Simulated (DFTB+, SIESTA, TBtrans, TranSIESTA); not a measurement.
# Transport through C chain with one bond drawn out by 0.8 Å

Which level of theory is enough for the transmission of C chain with one bond drawn out by 0.8 Å? The current runs along the third cell vector; the first and last atoms are layers of the leads.

Main program and level: SIESTA 5.4.2, TranSIESTA 5.4.2, TBtrans 5.4.2, DFTB+ 25.1 with libNEGF and DFTB+ 25.1; PBE, numerical atomic orbitals (DZP), PseudoDojo norm-conserving files converted to PSML; other levels are named step by step, in the first sound run; inputs show where later runs differ.

Report form: the programs' logs are mostly left out.

## 1. The structure

The cell holds 16 atoms: 16 C. Cell: a = 9.000 Å, b = 9.000 Å, c = 21.280 Å, α = 90.0°, β = 90.0°, γ = 90.0°. Regions: left electrode layer, 6 atoms (6 C); scattering region, 4 atoms (4 C); right electrode layer, 6 atoms (6 C). Vacuum lies along a and b. The structure's axis is c.

Coordinates:

```xyz
16
Lattice="9.0000 0.0000 0.0000 0.0000 9.0000 0.0000 0.0000 0.0000 21.2800" Properties=species:S:1:pos:R:3
C     4.5000    4.5000    0.6400
C     4.5000    4.5000    1.9200
C     4.5000    4.5000    3.2000
C     4.5000    4.5000    4.4800
C     4.5000    4.5000    5.7600
C     4.5000    4.5000    7.0400
C     4.5000    4.5000    8.3200
C     4.5000    4.5000    9.6000
C     4.5000    4.5000   11.6800
C     4.5000    4.5000   12.9600
C     4.5000    4.5000   14.2400
C     4.5000    4.5000   15.5200
C     4.5000    4.5000   16.8000
C     4.5000    4.5000   18.0800
C     4.5000    4.5000   19.3600
C     4.5000    4.5000   20.6400
```

## 2. The electrode

The half-infinite leads enter through self-energies, which come from the Hamiltonian of one bulk principal layer. This run also gives the lead's Fermi level, to which the junction is matched.

The input, ELEC.fdf:

```
SystemLabel ELEC
NumberOfAtoms 6
NumberOfSpecies 1
%block ChemicalSpeciesLabel
  1 6 C
%endblock ChemicalSpeciesLabel
LatticeConstant 1.0 Ang
%block LatticeVectors
  9.000000 0.000000 0.000000
  0.000000 9.000000 0.000000
  0.000000 0.000000 7.680000
%endblock LatticeVectors
AtomicCoordinatesFormat Ang
%block AtomicCoordinatesAndAtomicSpecies
  4.500000 4.500000 0.640000 1
  4.500000 4.500000 1.920000 1
  4.500000 4.500000 3.200000 1
  4.500000 4.500000 4.480000 1
  4.500000 4.500000 5.760000 1
  4.500000 4.500000 7.040000 1
%endblock AtomicCoordinatesAndAtomicSpecies
XC.Functional GGA
XC.Authors PBE
PAO.BasisSize DZP
PAO.EnergyShift 0.01 Ry
PAO.SplitNorm 0.15
Mesh.Cutoff 250 Ry
ElectronicTemperature 300 K
Spin non-polarized
MaxSCFIterations 200
SCF.MustConverge true
SCF.DM.Tolerance 0.0001
SCF.H.Tolerance 0.001 eV
SCF.Mixer.Method Pulay
SCF.Mixer.Weight 0.1
SCF.Mixer.History 10
WriteMullikenPop 1
%block kgrid.MonkhorstPack
  1 0 0 0.0
  0 1 0 0.0
  0 0 40 0.0
%endblock kgrid.MonkhorstPack
Diag.ParallelOverK true
TS.HS.Save true
TS.DE.Save true
```

Run with:

```
$ OMP_NUM_THREADS=1 siesta ELEC.fdf > dzp.lead.out
```

Elapsed: 12 s, on 1 MPI rank of Intel Xeon at 2.70GHz, shared host; peak memory 0.25 GiB.

This step gave:

* free energy: -974.2668 eV
* Fermi energy: -4.848 eV
* orbitals: 78
* largest coupling past the next principal layer: 0 eV

SIESTA lists orbital radii in bohr. The longest on the lead's atoms, 5.44 bohr, is 2.88 Å, so two such orbitals overlap up to 5.75 Å; the nearest atoms of layers two apart are 8.96 Å apart. The projectors of the pseudopotentials let the Hamiltonian reach a little farther than the overlap.

A principal layer may touch only the next one. The stored Hamiltonian has no element past the next layer.

## 3. The junction at zero bias, case PBE, DZP

This step: PBE, numerical atomic orbitals (DZP), PseudoDojo norm-conserving files converted to PSML; open system by non-equilibrium Green functions (TranSIESTA 5.4.2).

The scattering region is made self-consistent with the leads attached; the density comes from a contour in the complex plane, and the charge is free to flow in or out.

The input, DEV.fdf:

```
SystemLabel DEV
NumberOfAtoms 16
NumberOfSpecies 1
%block ChemicalSpeciesLabel
  1 6 C
%endblock ChemicalSpeciesLabel
LatticeConstant 1.0 Ang
%block LatticeVectors
  9.000000 0.000000 0.000000
  0.000000 9.000000 0.000000
  0.000000 0.000000 21.280000
%endblock LatticeVectors
AtomicCoordinatesFormat Ang
%block AtomicCoordinatesAndAtomicSpecies
  4.500000 4.500000 0.640000 1
  4.500000 4.500000 1.920000 1
  4.500000 4.500000 3.200000 1
  4.500000 4.500000 4.480000 1
  4.500000 4.500000 5.760000 1
  4.500000 4.500000 7.040000 1
  4.500000 4.500000 8.320000 1
  4.500000 4.500000 9.600000 1
  4.500000 4.500000 11.680000 1
  4.500000 4.500000 12.960000 1
  4.500000 4.500000 14.240000 1
  4.500000 4.500000 15.520000 1
  4.500000 4.500000 16.800000 1
  4.500000 4.500000 18.080000 1
  4.500000 4.500000 19.360000 1
  4.500000 4.500000 20.640000 1
%endblock AtomicCoordinatesAndAtomicSpecies
XC.Functional GGA
XC.Authors PBE
PAO.BasisSize DZP
PAO.EnergyShift 0.01 Ry
PAO.SplitNorm 0.15
Mesh.Cutoff 250 Ry
ElectronicTemperature 300 K
Spin non-polarized
MaxSCFIterations 200
SCF.MustConverge true
SCF.DM.Tolerance 0.002
SCF.H.Tolerance 0.03 eV
TS.SCF.DM.Tolerance 0.0001
TS.SCF.H.Tolerance 2.205e-04 Ry
SCF.Mixer.Method Pulay
SCF.Mixer.Weight 0.1
SCF.Mixer.History 10
WriteMullikenPop 1
%block kgrid.MonkhorstPack
  1 0 0 0.0
  0 1 0 0.0
  0 0 8 0.0
%endblock kgrid.MonkhorstPack
%block TS.Elecs
  Left
  Right
%endblock TS.Elecs
%block TS.Elec.Left
  HS ELEC.TSHS
  DM-init bulk
  chemical-potential Left
  semi-inf-direction -A3
  electrode-position 1
  bulk true
  Eta 0.0001 eV
  Out-of-core true
  tbt.Out-of-core false
%endblock TS.Elec.Left
%block TS.Elec.Right
  HS ELEC.TSHS
  DM-init bulk
  chemical-potential Right
  semi-inf-direction +A3
  electrode-position end -1
  bulk true
  Eta 0.0001 eV
  Out-of-core true
  tbt.Out-of-core false
%endblock TS.Elec.Right
%block TS.ChemPots
  Left
  Right
%endblock TS.ChemPots
%block TS.ChemPot.Left
  mu V/2
  contour.eq
    begin
      C-Left
      T-Left
    end
%endblock TS.ChemPot.Left
%block TS.Contour.C-Left
  part circle
  from -30.0 eV + V/2 to -10 kT + V/2
  points 25
  method g-legendre
%endblock TS.Contour.C-Left
%block TS.Contour.T-Left
  part tail
  from prev to inf
  points 10
  method g-fermi
%endblock TS.Contour.T-Left
%block TS.ChemPot.Right
  mu -V/2
  contour.eq
    begin
      C-Right
      T-Right
    end
%endblock TS.ChemPot.Right
%block TS.Contour.C-Right
  part circle
  from -30.0 eV - V/2 to -10 kT - V/2
  points 25
  method g-legendre
%endblock TS.Contour.C-Right
%block TS.Contour.T-Right
  part tail
  from prev to inf
  points 10
  method g-fermi
%endblock TS.Contour.T-Right
TS.Elecs.Neglect.Principal true
TS.Contours.Eq.Pole 2.5 eV
%block TS.Contours.nEq
  neq
%endblock TS.Contours.nEq
%block TS.Contour.nEq.neq
  part line
  from -|V|/2 - 5 kT to |V|/2 + 5 kT
  delta 0.02 eV
  method mid-rule
%endblock TS.Contour.nEq.neq
Diag.ParallelOverK true
SaveElectrostaticPotential true
DM.UseSaveDM true
SolutionMethod transiesta
TS.Voltage 0 eV
TS.SCF.dQ.Converge false
TS.Contours.nEq.Eta 0.005 eV
```

Run with:

```
$ OMP_NUM_THREADS=1 siesta DEV.fdf > dzp.scf0.out
```

Run time: 74 s. Hardware: 1 MPI rank; peak memory 0.41 GiB.

Numbers from this step:

| Property | Result |
| --- | --- |
| orbitals | 208 |
| excess charge of the open region | -0.0209 e |

The open region is not held to a fixed charge; it ends 0.021 electron under neutrality, which is small.

## 4. Transmission at zero bias, case PBE, DZP

This step: PBE, numerical atomic orbitals (DZP), PseudoDojo norm-conserving files converted to PSML; open system by non-equilibrium Green functions (TBtrans 5.4.2).

With the Hamiltonian fixed, the transmission follows on an energy grid along the real axis; no further self-consistency is needed.

The input, TBT.fdf:

```
TS.Voltage 0 eV
%block TBT.k
  1 0 0 0.0
  0 1 0 0.0
  0 0 1 0.0
%endblock TBT.k
%block TBT.Contour.line
  from -2.0125 eV to 2.0125 eV
  delta 0.025 eV
  method mid-rule
%endblock TBT.Contour.line
TBT.T.Bulk true
TBT.DOS.Gf true
TBT.T.Eig 3
TBT.Elecs.Eta 0.0001 eV
TBT.DOS.A true
TBT.Current.Orb true
%include DEV.fdf
```

Run with:

```
$ OMP_NUM_THREADS=1 tbtrans TBT.fdf > dzp.tbt0.out
```

It took 11 s on 1 MPI rank; peak memory 0.17 GiB.

Numbers from this step:

```
transmission at the Fermi level : 0.4940
open channels of the lead       : 2.000
conductance                     : 0.4940 G₀
thermopower                     : -0.7334 μV/K
```

One spin. The transmission by energy, zero at the Fermi level:

energy (eV), transmission and a bar from the least value:
```
   -2.000      0.354 
   -1.900      0.363 #
   -1.800      0.372 ###
   -1.700      0.380 ####
   -1.600      0.389 #####
   -1.500      0.397 ######
   -1.400      0.405 #######
   -1.300      0.413 ########
   -1.200      0.421 #########
   -1.100      0.428 ##########
   -1.000      0.435 ###########
   -0.900      0.442 ############
   -0.800      0.448 #############
   -0.700      0.455 ##############
   -0.600      0.461 ###############
   -0.500      0.467 ################
   -0.400      0.473 #################
   -0.300      0.478 ##################
   -0.200      0.484 ##################
   -0.100      0.489 ###################
    0.000      0.494 ####################
    0.100      0.499 ####################
    0.200      0.504 #####################
    0.300      0.508 ######################
    0.400      0.512 ######################
    0.500      0.517 #######################
    0.600      0.521 ########################
    0.700      0.525 ########################
    0.800      0.529 #########################
    0.900      0.532 #########################
    1.000      0.536 ##########################
    1.100      0.539 ##########################
    1.200      0.543 ###########################
    1.300      0.546 ###########################
    1.400      0.549 ############################
    1.500      0.552 ############################
    1.600      0.555 ############################
    1.700      0.558 #############################
    1.800      0.561 #############################
    1.900      0.564 ##############################
    2.000      0.566 ##############################
```

Mulliken DOS an atom, one spin over height of the atomic layer and energy from the Fermi level.

Ten even steps from '_' (0.021 states/eV) to '@' (0.215 states/eV), each cell a mean:
```
__****__
__****__
__****__
__****__
__####__
__####__
__####__
__####__
__####__
__%%%%__
__%%%%__
__%%%%__
__%%%%__
__%%%%__
__%%%%__
..@@@@..
..@@@@..
..@@@@..
::@@@@::
--@@@@--
--@@@@--
==@@@@==
```
Columns: height of the atomic layer (Å) from 8.32 to 13.0 (not evenly spaced); rows upwards: energy from the Fermi level (eV) from -2 to 2.

One spin. The open channels of the lead stays at 2.00 for energy from -2 to 2 eV.

The density of states, device has structure finer than the step of the table below, so its rows give means over 0.1 eV, whole bins alone (the curve runs from -2 to 2 eV). Peaks (eV: height): 0.12: 0.849.

One spin; device region. The density of states, device by energy, zero at the Fermi level; means over each step:

```tsv
energy (eV)	density of states, device (states/eV)
-1.9	0.634
-1.8	0.618
-1.7	0.602
-1.6	0.586
-1.5	0.571
-1.4	0.557
-1.3	0.543
-1.2	0.530
-1.1	0.517
-1.0	0.505
-0.9	0.493
-0.8	0.482
-0.7	0.472
-0.6	0.462
-0.5	0.452
-0.4	0.444
-0.3	0.435
-0.2	0.428
-0.1	0.420
0.0	0.414
0.1	0.521
0.2	0.403
0.3	0.397
0.4	0.392
0.5	0.387
0.6	0.383
0.7	0.380
0.8	0.377
0.9	0.374
1.0	0.371
1.1	0.369
1.2	0.368
1.3	0.366
1.4	0.365
1.5	0.365
1.6	0.364
1.7	0.364
1.8	0.364
1.9	0.364
```

Table of eigenchannel transmission, channel 1 = channel 2 by energy, zero at the Fermi level:

```tsv
energy (eV)	eigenchannel transmission, channel 1 = channel 2
-2.000	0.177
-1.900	0.181
-1.800	0.186
-1.700	0.190
-1.600	0.195
-1.500	0.199
-1.400	0.203
-1.300	0.207
-1.200	0.210
-1.100	0.214
-1.000	0.218
-0.900	0.221
-0.800	0.224
-0.700	0.227
-0.600	0.231
-0.500	0.234
-0.400	0.236
-0.300	0.239
-0.200	0.242
-0.100	0.244
0.000	0.247
0.100	0.249
0.200	0.252
0.300	0.254
0.400	0.256
0.500	0.258
0.600	0.260
0.700	0.262
0.800	0.264
0.900	0.266
1.000	0.268
1.100	0.270
1.200	0.271
1.300	0.273
1.400	0.275
1.500	0.276
1.600	0.278
1.700	0.279
1.800	0.280
1.900	0.282
2.000	0.283
```

The conductance is 0.494 G0. The largest eigenchannels at the Fermi level pass 0.25 and 0.25. By hand: With G0 = 2e²/h = 77.48 µS, G = 0.494 × 77.48 µS = 38.3 µS, a resistance of 26.1 kΩ. Mott's formula S = −(π²k²T/3e) d ln T/dE has the factor 7.33 µV/K × eV at 300 K; T(−0.05 eV) = 0.4915 and T(+0.05 eV) = 0.4965 give a slope of 0.100 per eV and S ≈ -0.733 µV/K, against -0.733 from the full integral. The shot noise follows from the channels: F = ΣT(1 − T)/ΣT = 0.372 / 0.494 = 0.75.

## 5. The junction at zero bias, case basis SZP

This step: PBE, numerical atomic orbitals (SZP), PseudoDojo norm-conserving files converted to PSML; open system by non-equilibrium Green functions (TranSIESTA 5.4.2).

Changed here: basis SZP. A smaller basis is cheaper as a rule and a larger one more complete; the conductance shows what that is worth. The electrode was run again at this level first.

DEV.fdf, as its differences from that of step 3:

```diff
@@ -33,3 +33,3 @@
 XC.Authors PBE
-PAO.BasisSize DZP
+PAO.BasisSize SZP
 PAO.EnergyShift 0.01 Ry
```

Run with:

```
$ OMP_NUM_THREADS=1 siesta DEV.fdf > szp.scf0.out
```

The job ended after 68 s (1 MPI rank; peak memory 0.4 GiB).

This step gave:

```yaml
orbitals: 144
excess_charge_of_the_open_region: -0.0725 e
```

The open region is not held to a fixed charge; it ends 0.072 electron under neutrality, which can shift levels.

## 6. T(E) at 0 V, case basis SZP

This step: PBE, numerical atomic orbitals (SZP), PseudoDojo norm-conserving files converted to PSML; open system by non-equilibrium Green functions (TBtrans 5.4.2).

TBT.fdf is that of step 4.

Run with:

```
$ OMP_NUM_THREADS=1 tbtrans TBT.fdf > szp.tbt0.out
```

Elapsed: 4.6 s, on 1 MPI rank; peak memory 0.18 GiB.

One spin. The transmission by energy, zero at the Fermi level:

```tsv
energy (eV)	transmission
-2.000	0.310
-1.900	0.320
-1.800	0.329
-1.700	0.338
-1.600	0.347
-1.500	0.356
-1.400	0.365
-1.300	0.373
-1.200	0.381
-1.100	0.389
-1.000	0.397
-0.900	0.404
-0.800	0.411
-0.700	0.418
-0.600	0.424
-0.500	0.430
-0.400	0.436
-0.300	0.442
-0.200	0.447
-0.100	0.452
0.000	0.457
0.100	0.462
0.200	0.466
0.300	0.470
0.400	0.474
0.500	0.477
0.600	0.481
0.700	0.484
0.800	0.487
0.900	0.489
1.000	0.492
1.100	0.494
1.200	0.496
1.300	0.498
1.400	0.500
1.500	0.502
1.600	0.504
1.700	0.505
1.800	0.506
1.900	0.508
2.000	0.509
```

The conductance is 0.457 G0, 7.5 % under that of the case PBE, DZP. The largest eigenchannels at the Fermi level pass 0.23 and 0.23.

## 7. The source contact

This step: DFTB with the mio-1-1 Slater-Koster set, self-consistent charges, non-equilibrium Green functions with a Poisson solver (DFTB+ 25.1 with libNEGF).

Changed here: DFTB, mio. A cheaper Hamiltonian on the same geometry shows what the approximation costs. DFTB+ wants the junction with two more principal layers on either side as contacts, as in geo.gen. Each contact's Hamiltonian, charges and Fermi level come from a bulk run of its two layers; for a wire the k-points stand on the first axis by the program's rule. The drain runs alike.

The input, dftb_in.hsd:

```
Geometry = GenFormat {
  <<< "geo.gen"
}
Transport {
  Device {
    AtomRange = 1 16
    FirstLayerAtoms = 1 7 11
  }
  Contact {
    Id = "source"
    AtomRange = 17 28
  }
  Contact {
    Id = "drain"
    AtomRange = 29 40
  }
  Task = ContactHamiltonian {
    ContactId = "source"
  }
}
Hamiltonian = DFTB {
  SCC = Yes
  SccTolerance = 1e-05
  MaxSccIterations = 250
  Mixer = Broyden {
    MixingParameter = 0.05
  }
  SlaterKosterFiles = Type2FileNames {
    Prefix = "skf/"
    Separator = "-"
    Suffix = ".skf"
  }
  MaxAngularMomentum {
    C = "p"
  }
  TruncateSKRange = {
    SKMaxDistance [Angstrom] = 5.76
    HardCutoff = Yes
  }
  Filling = Fermi {
    Temperature [K] = 300
  }
  KPointsAndWeights = SupercellFolding {
    24 0 0
    0 1 0
    0 0 1
    0.5 0.0 0.0
  }
}
ParserOptions {
  ParserVersion = 14
}
```

The input, geo.gen:

```
40 C
  C
   1 1     4.500000     4.500000     0.640000
   2 1     4.500000     4.500000     1.920000
   3 1     4.500000     4.500000     3.200000
   4 1     4.500000     4.500000     4.480000
   5 1     4.500000     4.500000     5.760000
   6 1     4.500000     4.500000     7.040000
   7 1     4.500000     4.500000     8.320000
   8 1     4.500000     4.500000     9.600000
   9 1     4.500000     4.500000    11.680000
  10 1     4.500000     4.500000    12.960000
  11 1     4.500000     4.500000    14.240000
  12 1     4.500000     4.500000    15.520000
  13 1     4.500000     4.500000    16.800000
  14 1     4.500000     4.500000    18.080000
  15 1     4.500000     4.500000    19.360000
  16 1     4.500000     4.500000    20.640000
  17 1     4.500000     4.500000    -7.040000
  18 1     4.500000     4.500000    -5.760000
  19 1     4.500000     4.500000    -4.480000
  20 1     4.500000     4.500000    -3.200000
  21 1     4.500000     4.500000    -1.920000
  22 1     4.500000     4.500000    -0.640000
  23 1     4.500000     4.500000   -14.720000
  24 1     4.500000     4.500000   -13.440000
  25 1     4.500000     4.500000   -12.160000
  26 1     4.500000     4.500000   -10.880000
  27 1     4.500000     4.500000    -9.600000
  28 1     4.500000     4.500000    -8.320000
  29 1     4.500000     4.500000    21.920000
  30 1     4.500000     4.500000    23.200000
  31 1     4.500000     4.500000    24.480000
  32 1     4.500000     4.500000    25.760000
  33 1     4.500000     4.500000    27.040000
  34 1     4.500000     4.500000    28.320000
  35 1     4.500000     4.500000    29.600000
  36 1     4.500000     4.500000    30.880000
  37 1     4.500000     4.500000    32.160000
  38 1     4.500000     4.500000    33.440000
  39 1     4.500000     4.500000    34.720000
  40 1     4.500000     4.500000    36.000000
```

Run with:

```
$ OMP_NUM_THREADS=1 dftb+ > mio11.source.out
```

Elapsed: 0.15 s, on 1 thread; peak memory 0.18 GiB.

This step gave:

| Property | Result |
| --- | --- |
| Fermi energy | -4.966 eV |

## 8. Transmission at zero bias, case DFTB, mio

Changed here: DFTB, mio. A cheaper Hamiltonian on the same geometry shows what the approximation costs. The hoppings are cut so that a layer touches its neighbours alone. The energy range is centred on the contact run's Fermi level.

dftb_in.hsd, as its differences from that of step 7:

```diff
@@ -11,2 +11,4 @@
     AtomRange = 17 28
+    Potential [eV] = 0
+    Temperature [K] = 300
   }
@@ -15,6 +17,6 @@
     AtomRange = 29 40
+    Potential [eV] = 0
+    Temperature [K] = 300
   }
-  Task = ContactHamiltonian {
-    ContactId = "source"
-  }
+  Task = UploadContacts {}
 }
@@ -42,7 +44,25 @@
   }
-  KPointsAndWeights = SupercellFolding {
-    24 0 0
-    0 1 0
-    0 0 1
-    0.5 0.0 0.0
+  Electrostatics = Poisson {
+    PoissonBox [Angstrom] = 14.00 14.00 21.28
+    MinimalGrid [Angstrom] = 0.5 0.5 0.5
+    PoissonAccuracy = 1e-6
+    SavePotential = Yes
+  }
+  Solver = GreensFunction {
+    Delta = 1e-05
+    ContourPoints = 20 20
+    LowestEnergy [eV] = -40.0
+    RealAxisStep [eV] = 0.02
+    EnclosedPoles = 3
+  }
+}
+Analysis {
+  TunnelingAndDos {
+    EnergyRange [eV] = -6.9659 -2.9659
+    EnergyStep [eV] = 0.025
+    Delta = 1e-05
+    Region {
+      Atoms = 7:10
+      Label = "channel"
+    }
   }
```

geo.gen is that of step 7.

Run with:

```
$ OMP_NUM_THREADS=1 dftb+ > mio11.v0.out
```

Wall time 3.7 s (1 thread); peak memory 0.18 GiB.

One spin. The transmission by energy, zero at the Fermi level:

```tsv
energy (eV)	transmission
-2.000	0.172
-1.900	0.176
-1.800	0.179
-1.700	0.183
-1.600	0.186
-1.500	0.189
-1.400	0.192
-1.300	0.195
-1.200	0.197
-1.100	0.200
-1.000	0.201
-0.900	0.203
-0.800	0.204
-0.700	0.205
-0.600	0.206
-0.500	0.206
-0.425	0.206
-0.400	0.206
-0.300	0.206
-0.200	0.206
-0.100	0.205
0.000	0.204
0.100	0.204
0.200	0.203
0.300	0.202
0.400	0.201
0.500	0.200
0.600	0.199
0.700	0.198
0.800	0.197
0.900	0.197
1.000	0.196
1.100	0.195
1.200	0.195
1.300	0.194
1.400	0.193
1.500	0.193
1.600	0.192
1.700	0.192
1.800	0.191
1.900	0.190
2.000	0.190
```

The conductance is 0.204 G0, 0.41 times that of the case PBE, DZP.

(Continued in part 2 of 2.)

[Logs are printed without paths, hosts, clocks, repeated set-up lines and the standing remarks that a program may print on its own settings, such as how far it seeks lower states.]

[Hosts, paths, dates, database ids (printed as entryN), source tags and the programs' standing remarks are cut or masked in the printed files.]
